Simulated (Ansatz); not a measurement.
# Y on Ir(111): change of the work function, part 2 of 3

Aim: the work function of Ir(111) at several coverages of Y (fcc site), and the dipole that each adsorbate carries.

Ansatz 0.2.0; plane-wave DFT, PBE, Ansatz PAW.

So far, work function, upper face (eV): step 2 (the clean slab) 5.49.

## 3. Adsorbate added, k-mesh 4×4×1, coverage 0.111 ML

System of this step: YIr36 (Y/Ir(111)). The cell holds 37 atoms: 36 Ir and 1 Y. Cell: a = 8.146 Å, b = 8.146 Å, c = 27.663 Å, α = 90.0°, β = 90.0°, γ = 60.0°. Vacuum lies along c.

The clean slab as it ended is repeated in the plane and the adsorbate is set on one face; the cell's size fixes the coverage, and the k-mesh shrinks with it to keep the sampling density about even. Adsorbate and upper layers relax, since the dipole depends on the height.

Contents of input.yaml:

```yaml
crystal:
  lattice:
    - [8.1458701194, 0.0, 0.0]
    - [4.0729350597, 7.0545304593, 0.0]
    - [0.0, 0.0, 27.6627779655]
  atoms:
    - { symbol: Ir, position: [0.0, 0.0, 0.3253469341] }
    - { symbol: Ir, position: [0.1111111111, 0.1111111111, 0.4054916338] }
    - { symbol: Ir, position: [0.2222222222, 0.2222222222, 0.485543035] }
    - { symbol: Ir, position: [0.0, 0.0, 0.5652101499] }
    - { symbol: Ir, position: [0.0, 0.3333333333, 0.3253469341] }
    - { symbol: Ir, position: [0.1111111111, 0.4444444444, 0.4054916338] }
    - { symbol: Ir, position: [0.2222222222, 0.5555555556, 0.485543035] }
    - { symbol: Ir, position: [0.0, 0.3333333333, 0.5652101499] }
    - { symbol: Ir, position: [0.0, 0.6666666667, 0.3253469341] }
    - { symbol: Ir, position: [0.1111111111, 0.7777777778, 0.4054916338] }
    - { symbol: Ir, position: [0.2222222222, 0.8888888889, 0.485543035] }
    - { symbol: Ir, position: [0.0, 0.6666666667, 0.5652101499] }
    - { symbol: Ir, position: [0.3333333333, 0.0, 0.3253469341] }
    - { symbol: Ir, position: [0.4444444444, 0.1111111111, 0.4054916338] }
    - { symbol: Ir, position: [0.5555555556, 0.2222222222, 0.485543035] }
    - { symbol: Ir, position: [0.3333333333, 0.0, 0.5652101499] }
    - { symbol: Ir, position: [0.3333333333, 0.3333333333, 0.3253469341] }
    - { symbol: Ir, position: [0.4444444444, 0.4444444444, 0.4054916338] }
    - { symbol: Ir, position: [0.5555555556, 0.5555555556, 0.485543035] }
    - { symbol: Ir, position: [0.3333333333, 0.3333333333, 0.5652101499] }
    - { symbol: Ir, position: [0.3333333333, 0.6666666667, 0.3253469341] }
    - { symbol: Ir, position: [0.4444444444, 0.7777777778, 0.4054916338] }
    - { symbol: Ir, position: [0.5555555556, 0.8888888889, 0.485543035] }
    - { symbol: Ir, position: [0.3333333333, 0.6666666667, 0.5652101499] }
    - { symbol: Ir, position: [0.6666666667, 0.0, 0.3253469341] }
    - { symbol: Ir, position: [0.7777777778, 0.1111111111, 0.4054916338] }
    - { symbol: Ir, position: [0.8888888889, 0.2222222222, 0.485543035] }
    - { symbol: Ir, position: [0.6666666667, 0.0, 0.5652101499] }
    - { symbol: Ir, position: [0.6666666667, 0.3333333333, 0.3253469341] }
    - { symbol: Ir, position: [0.7777777778, 0.4444444444, 0.4054916338] }
    - { symbol: Ir, position: [0.8888888889, 0.5555555556, 0.485543035] }
    - { symbol: Ir, position: [0.6666666667, 0.3333333333, 0.5652101499] }
    - { symbol: Ir, position: [0.6666666667, 0.6666666667, 0.3253469341] }
    - { symbol: Ir, position: [0.7777777778, 0.7777777778, 0.4054916338] }
    - { symbol: Ir, position: [0.8888888889, 0.8888888889, 0.485543035] }
    - { symbol: Ir, position: [0.6666666667, 0.6666666667, 0.5652101499] }
    - { symbol: "Y", position: [0.1111111111, 0.1111111111, 0.6746530659] }
kpoints:
  mp_grid: { grid: [4, 4, 1] }
hamiltonian:
  xc: pbe
scf:
  occupations: { method: fermi_dirac, width: 0.1 }
  convergence: { dr2_threshold: 1.0e-08 }
efield:
  axis: 3
  dipole_correction: true
  ramp_position: 0.97
  ramp_width: 0.06
relax:
  f_tol: 0.02
  max_steps: 60
  constraints:
    - { sites: [0, 1, 4, 5, 8, 9, 12, 13, 16, 17, 20, 21, 24, 25, 28, 29, 32, 33] }
output:
  write_potential: true
  write_density: true
  volumetric_format: npy
```

Run with:

```bash
$ ansatz run input.yaml --threads 4 --pin off --max-ram 16384MiB --backend cpu --events-out ev --progress --plain --runs-dir out
```

Output:

```text
[...]
Crystal: 37 atoms, lattice volume = 1589.650 Å³
Basis set: ecut = 420 eV, 31143 PW (Γ), exchange–correlation on 120×120×384 points (8 copies of the dense FFT grid, shifted against one another)
Bands: 374, of which v1, the nominal top of the filled ones, is band 312 counted from 1 (311 counted from 0)
Symmetry: 6 space group operations
[...]
k-points: 4 of 16 (time reversal used)
[...]
SCF iter   1: F=—  HF=-433504.017192 eV  |F-HF|=—  |Δ(HF+E_count)|=         —  Δρ=7.87e-3  dr2=1.10e1  ethr=1.77e-3  p=0.766 e·Å  D=8.72e-2 V/Å  ΔV_dip=-2.41 eV  dr2_dipole=1.24e0  V_vac-E_F(+/−)=2.78/5.19 eV  ⟨swp⟩=7.2  Hψ=6042  notcnv=0  defer=31
[...]
SCF iter  12: F=-433503.824227 eV  HF=-433503.824227 eV  |F-HF|=1.80e-9  |Δ(HF+E_count)|=   4.59e-8  Δρ=3.89e-7  dr2=8.69e-9  ethr=1.61e-12  p=0.773 e·Å  D=8.80e-2 V/Å  ΔV_dip=-2.43 eV  dr2_dipole=3.94e-10  V_vac-E_F(+/−)=3.08/5.51 eV  ⟨swp⟩=10.2  Hψ=10133  notcnv=0
SCF 1 converged in 12 iterations: F = -433503.824227 eV  dr2 = 8.69e-9
[...]
relax step   1: F+E_penalty+E_count = -433503.82422698 eV  Δ(F+E_penalty+E_count) = +0.000e0 eV  max|allowed force component| = 3.453e0 eV/Å  Δτ_max = 0.0000 Å  (12 SCF iters, accepted)
[...]
SCF iter  12: F=-433504.695587 eV  HF=-433504.695587 eV  |F-HF|=1.10e-8  |Δ(HF+E_count)|=   3.85e-8  Δρ=2.59e-7  dr2=2.71e-9  ethr=1.61e-12  p=0.859 e·Å  D=9.78e-2 V/Å  ΔV_dip=-2.71 eV  dr2_dipole=9.01e-11  V_vac-E_F(+/−)=2.81/5.51 eV  ⟨swp⟩=10.0  Hψ=10181  notcnv=0
SCF 2 converged in 12 iterations: F = -433504.695587 eV  dr2 = 2.71e-9
[...]
relax step   2: F+E_penalty+E_count = -433504.69558717 eV  Δ(F+E_penalty+E_count) = -8.714e-1 eV  max|allowed force component| = 3.773e0 eV/Å  Δτ_max = 0.1950 Å  (12 SCF iters, accepted)
SCF iter   1: F=—  HF=-433505.566309 eV  |F-HF|=—  |Δ(HF+E_count)|=         —  Δρ=3.40e-3  dr2=9.78e-1  ethr=1.23e-3  p=0.859 e·Å  D=9.78e-2 V/Å  ΔV_dip=-2.71 eV  dr2_dipole=1.69e-1  V_vac-E_F(+/−)=2.82/5.52 eV  ⟨swp⟩=4.2  Hψ=2814  notcnv=0  defer=53
[...]
SCF iter  12: F=-433505.507263 eV  HF=-433505.507263 eV  |F-HF|=2.68e-9  |Δ(HF+E_count)|=   1.17e-8  Δρ=1.68e-7  dr2=1.85e-9  ethr=1.61e-12  p=0.942 e·Å  D=1.07e-1 V/Å  ΔV_dip=-2.97 eV  dr2_dipole=3.84e-10  V_vac-E_F(+/−)=2.55/5.51 eV  ⟨swp⟩=9.8  Hψ=9475  notcnv=0
SCF 3 converged in 12 iterations: F = -433505.507263 eV  dr2 = 1.85e-9
relax step   3: F+E_penalty+E_count = -433505.50726310 eV  Δ(F+E_penalty+E_count) = -8.117e-1 eV  max|allowed force component| = 3.480e0 eV/Å  Δτ_max = 0.1949 Å  (12 SCF iters, accepted)
[...]
relax step   4: F+E_penalty+E_count = -433506.14356910 eV  Δ(F+E_penalty+E_count) = -6.363e-1 eV  max|allowed force component| = 2.051e0 eV/Å  Δτ_max = 0.1999 Å  (10 SCF iters, accepted)
[...]
relax step   5: F+E_penalty+E_count = -433506.35916669 eV  Δ(F+E_penalty+E_count) = -2.156e-1 eV  max|allowed force component| = 2.927e-1 eV/Å  Δτ_max = 0.1948 Å  (10 SCF iters, accepted)
[...]
relax step   6: F+E_penalty+E_count = -433506.35382026 eV  Δ(F+E_penalty+E_count) = +5.346e-3 eV  max|allowed force component| = 3.435e-1 eV/Å  Δτ_max = 0.0709 Å  (10 SCF iters, rejected (line search))
[...]
relax step   7: F+E_penalty+E_count = -433506.38001232 eV  Δ(F+E_penalty+E_count) = -2.085e-2 eV  max|allowed force component| = 1.088e-1 eV/Å  Δτ_max = 0.0345 Å  (9 SCF iters, accepted)
SCF iter   1: F=—  HF=-433506.379661 eV  |F-HF|=—  |Δ(HF+E_count)|=         —  Δρ=4.87e-4  dr2=5.03e-3  ethr=9.08e-6  p=0.912 e·Å  D=1.04e-1 V/Å  ΔV_dip=-2.87 eV  dr2_dipole=9.22e-4  V_vac-E_F(+/−)=2.64/5.51 eV  ⟨swp⟩=2.5  Hψ=2758  notcnv=0  defer=52
[...]
SCF iter   8: F=-433506.382140 eV  HF=-433506.382140 eV  |F-HF|=2.07e-8  |Δ(HF+E_count)|=   3.66e-8  Δρ=4.32e-7  dr2=2.88e-9  ethr=1.61e-12  p=0.908 e·Å  D=1.03e-1 V/Å  ΔV_dip=-2.86 eV  dr2_dipole=4.35e-13  V_vac-E_F(+/−)=2.65/5.51 eV  ⟨swp⟩=10.0  Hψ=10641  notcnv=0
SCF 8 converged in 8 iterations: F = -433506.382140 eV  dr2 = 2.88e-9
relax step   8: F+E_penalty+E_count = -433506.38214037 eV  Δ(F+E_penalty+E_count) = -2.128e-3 eV  max|allowed force component| = 6.385e-3 eV/Å  Δτ_max = 0.0176 Å  (8 SCF iters, accepted)
NSCF: frozen V_eff on 4 k-points
[...]
SCF converged after 8 iterations
Free energy (F): -433506.382140 eV
[...]
Internal energy: -433505.098679 eV  (E = F + TS)
E sigma→0 (E₀):  -433505.740410 eV
Entropy (-TS):   -1.283462 eV (-34.688 meV/atom)
Fermi energy:    5.763456 eV
Dipole field:    D = 0.103379 V/Å  (p = 0.908180 e·Å, saw-weighted, corrected)
Work function:   Φ+ = 2.6478 eV   Φ− = 5.5075 eV
[...]
--- Forces (eV/Å), atoms counted from 1 ---
  atom   1  Ir     0.03103912     0.01792045     0.14967249
  atom   2  Ir     0.00000000     0.00000000     0.01065056
  atom   3  Ir    -0.00023931    -0.00013817    -0.00429376
  atom   4  Ir     0.00131945     0.00076179     0.00340773
  atom   5  Ir     0.00000000    -0.03584089     0.14967249
  atom   6  Ir     0.04857628    -0.04499574    -0.13045578
  atom   7  Ir    -0.00205429     0.00118605    -0.00332298
  atom   8  Ir     0.00000000    -0.00152358     0.00340773
  atom   9  Ir    -0.03337194     0.01926730     0.25694537
  atom  10  Ir     0.06325559    -0.01957042    -0.13045578
  atom  11  Ir    -0.00000000     0.00027633    -0.00429376
  atom  12  Ir     0.00552953    -0.00319248     0.00177972
  atom  13  Ir    -0.03103912     0.01792045     0.14967249
  atom  14  Ir    -0.01467931     0.06456616    -0.13045578
  atom  15  Ir     0.00000000    -0.00237209    -0.00332298
  atom  16  Ir    -0.00131945     0.00076179     0.00340773
  atom  17  Ir     0.00713803     0.00412114     0.09607610
  atom  18  Ir    -0.00000000     0.00000000    -0.10032429
  atom  19  Ir     0.00205429     0.00118605    -0.00332298
  atom  20  Ir    -0.00087374    -0.00050445     0.00503401
  atom  21  Ir     0.00000000    -0.00824228     0.09607610
  atom  22  Ir    -0.06325559    -0.01957042    -0.13045578
  atom  23  Ir    -0.00229311     0.00132393     0.00053422
  atom  24  Ir    -0.00000000     0.00100891     0.00503401
  atom  25  Ir     0.00000000    -0.03853460     0.25694537
  atom  26  Ir     0.01467931     0.06456616    -0.13045578
  atom  27  Ir     0.00023931    -0.00013817    -0.00429376
  atom  28  Ir     0.00000000     0.00638495     0.00177972
  atom  29  Ir    -0.00713803     0.00412114     0.09607610
  atom  30  Ir    -0.04857628    -0.04499574    -0.13045578
  atom  31  Ir    -0.00000000    -0.00264786     0.00053422
  atom  32  Ir     0.00087374    -0.00050445     0.00503401
  atom  33  Ir     0.03337194     0.01926730     0.25694537
  atom  34  Ir    -0.00000000     0.00000000    -0.64398972
  atom  35  Ir     0.00229311     0.00132393     0.00053422
  atom  36  Ir    -0.00552953    -0.00319248     0.00177972
  atom  37  Y     -0.00000000    -0.00000000    -0.00110538
  max |Σ_I F_I| component: 4.82e-6 eV/Å
--- Band table (eV) ---
  k-point 0: bands = [... 308 lower, 5.5164, 5.5402, 5.6628, 5.6628, 5.6666, 5.7078, 5.7712, 5.7712, ... 58 higher]
  k-point 1: bands = [... 308 lower, 5.6089, 5.6375, 5.7629, 5.8180, 5.8206, 5.8623, 5.8646, 5.9463, ... 58 higher]
  k-point 2: bands = [... 308 lower, 5.6246, 5.6853, 5.7121, 5.7788, 5.8479, 5.8589, 5.8699, 5.9055, ... 58 higher]
  k-point 3: bands = [... 308 lower, 5.5782, 5.7208, 5.7558, 5.8682, 5.9504, 6.0129, 6.0526, 6.0874, ... 58 higher]
--- Relaxed structure (8 steps of the walk, 7 accepted, 0 SCFs on fresh bases) ---
  F+E_penalty+E_count = -433506.38214037 eV   max|allowed force component| = 6.385e-3 eV/Å
  atoms:
    - { symbol: Ir, position: [1.111111e-11, 1.111111e-11, 0.325347] }
    - { symbol: Ir, position: [0.111111, 0.111111, 0.4054916338] }
    - { symbol: Ir, position: [0.221510, 0.221510, 0.485990] }
    - { symbol: Ir, position: [-0.00287843, -0.00287843, 0.567443] }
    - { symbol: Ir, position: [1.111108e-11, 0.333333, 0.325347] }
    - { symbol: Ir, position: [0.111111, 0.444444, 0.4054916338] }
    - { symbol: Ir, position: [0.222337, 0.555498, 0.486076] }
    - { symbol: Ir, position: [-0.00287843, 0.339090, 0.567443] }
    - { symbol: Ir, position: [-2.222222e-11, 0.666667, 0.325347] }
    - { symbol: Ir, position: [0.111111, 0.777778, 0.4054916338] }
    - { symbol: Ir, position: [0.221510, 0.890314, 0.485990] }
    - { symbol: Ir, position: [-0.000696219, 0.667015, 0.565144] }
    - { symbol: Ir, position: [0.333333, 1.111111e-11, 0.325347] }
    - { symbol: Ir, position: [0.444444, 0.111111, 0.4054916338] }
    - { symbol: Ir, position: [0.555498, 0.222337, 0.486076] }
    - { symbol: Ir, position: [0.339090, -0.00287843, 0.567443] }
    - { symbol: Ir, position: [0.333333, 0.333333, 0.325347] }
    - { symbol: Ir, position: [0.444444, 0.444444, 0.4054916338] }
    - { symbol: Ir, position: [0.555498, 0.555498, 0.486076] }
    - { symbol: Ir, position: [0.333835, 0.333835, 0.566022] }
    - { symbol: Ir, position: [0.333333, 0.666667, 0.325347] }
    - { symbol: Ir, position: [0.444444, 0.777778, 0.4054916338] }
    - { symbol: Ir, position: [0.557105, 0.888114, 0.484936] }
    - { symbol: Ir, position: [0.333835, 0.665662, 0.566022] }
    - { symbol: Ir, position: [0.666667, -2.222220e-11, 0.325347] }
    - { symbol: Ir, position: [0.777778, 0.111111, 0.4054916338] }
    - { symbol: Ir, position: [0.890314, 0.221510, 0.485990] }
    - { symbol: Ir, position: [0.667015, -0.000696219, 0.565144] }
    - { symbol: Ir, position: [0.666667, 0.333333, 0.325347] }
    - { symbol: Ir, position: [0.777778, 0.444444, 0.4054916338] }
    - { symbol: Ir, position: [0.888114, 0.557105, 0.484936] }
    - { symbol: Ir, position: [0.665662, 0.333835, 0.566022] }
    - { symbol: Ir, position: [0.666667, 0.666667, 0.325347] }
    - { symbol: Ir, position: [0.777778, 0.777778, 0.4054916338] }
    - { symbol: Ir, position: [0.888114, 0.888114, 0.484936] }
    - { symbol: Ir, position: [0.667015, 0.667015, 0.565144] }
    - { symbol: Y, position: [0.111111, 0.111111, 0.644988] }
```

It took 19 min on 4 threads of Arm Neoverse V1, shared host; peak memory 9.9 GiB; 56 min of CPU time.

The steps of the relaxation:

```tsv
step	energy less that of the first step (eV)	largest force component (eV/Å)
1	0.0000	3.4527
2	-0.8714	3.7730
3	-1.6830	3.4796
4	-2.3193	2.0512
5	-2.5349	0.2927
6	-2.5296	0.3435
7	-2.5558	0.1088
8	-2.5579	0.0064
```

Relaxation step 6 was tried and not accepted.

The run keeps the 6 symmetry operations that the program found, so distortions that break them were not tested.

The atoms that moved most (Å):

```tsv
atom	dx	dy	dz	length
Y37	0.000	0.000	-0.821	0.821
Ir8	0.000	0.041	0.062	0.074
Ir4	-0.035	-0.020	0.062	0.074
Ir16	0.035	-0.020	0.062	0.074
Ir24	0.000	-0.007	0.022	0.024
Ir32	-0.006	0.004	0.022	0.024
Ir20	0.006	0.004	0.022	0.024
Ir35	-0.009	-0.005	-0.017	0.020
```

Final coordinates:

```xyz
37
Lattice="8.1459 0.0000 0.0000 4.0729 7.0545 0.0000 0.0000 0.0000 27.6628" Properties=species:S:1:pos:R:3
Ir    0.0000    0.0000    9.0000
Ir    1.3576    0.7838   11.2170
Ir    2.7066    1.5626   13.4438
Ir   -0.0352   -0.0203   15.6970
Ir    1.3576    2.3515    9.0000
Ir    2.7153    3.1353   11.2170
Ir    4.0736    3.9188   13.4462
Ir    1.3576    2.3921   15.6970
Ir    2.7153    4.7030    9.0000
Ir    4.0729    5.4869   11.2170
Ir    5.4306    6.2807   13.4438
Ir    2.7110    4.7055   15.6334
Ir    2.7153    0.0000    9.0000
Ir    4.0729    0.7838   11.2170
Ir    5.4306    1.5685   13.4462
Ir    2.7505   -0.0203   15.6970
Ir    4.0729    2.3515    9.0000
Ir    5.4306    3.1353   11.2170
Ir    6.7875    3.9188   13.4462
Ir    4.0791    2.3551   15.6577
Ir    5.4306    4.7030    9.0000
Ir    6.7882    5.4869   11.2170
Ir    8.1553    6.2652   13.4147
Ir    5.4306    4.6959   15.6577
Ir    5.4306    0.0000    9.0000
Ir    6.7882    0.7838   11.2170
Ir    8.1546    1.5626   13.4438
Ir    5.4306   -0.0049   15.6334
Ir    6.7882    2.3515    9.0000
Ir    8.1459    3.1353   11.2170
Ir    9.5035    3.9301   13.4147
Ir    6.7821    2.3551   15.6577
Ir    8.1459    4.7030    9.0000
Ir    9.5035    5.4869   11.2170
Ir   10.8517    6.2652   13.4147
Ir    8.1501    4.7055   15.6334
Y     1.3576    0.7838   17.8422
```

This step gave:

* energy at zero smearing: -433505.7404 eV
* work function, upper face: 2.648 eV
* work function, lower face: 5.508 eV
* dipole along the normal: 0.9082 e·Å
* step between the vacuum levels: -2.860 eV

Running mean over 2.217 Å of the planar mean; the ramp of the sawtooth is left out. The electron's electrostatic potential energy less the Fermi level by z:

```tsv
z (Å)	electron's electrostatic potential energy less the Fermi level (eV)
4	5.51
5	5.50
6	5.43
7	4.27
8	-5.49
9	-12.7
10	-13.3
11	-13.5
12	-13.5
13	-13.5
14	-13.4
15	-13.1
16	-12.0
17	-3.00
18	1.45
19	1.92
20	2.55
21	2.63
22	2.65
23	2.65
24	2.65
```

The relaxation took 8 steps and lowered the energy by 2.6 eV; the largest force on the free atoms ends at 0.0064 eV/Å.

The covered face has 2.65 eV, -2.84 eV against the clean one; the bare back face has moved by +0.01 eV, a measure of how thin the slab is.

[end of part 2 of 3]

[Long decimals in the printed logs are rounded to 6 places.]

[Logs are printed without paths, hosts, clocks, repeated set-up lines and the standing remarks that a program may print on its own settings, such as how far it seeks lower states.]

[Hosts, paths, dates, database ids (printed as entryN), source tags and the programs' standing remarks are cut or masked in the printed files.]

[Maps of the electrostatic potential energy from Ansatz leave out the sawtooth potential of an applied field or a dipole correction, so their vacuum need not be flat; planar profiles and work functions include it.]
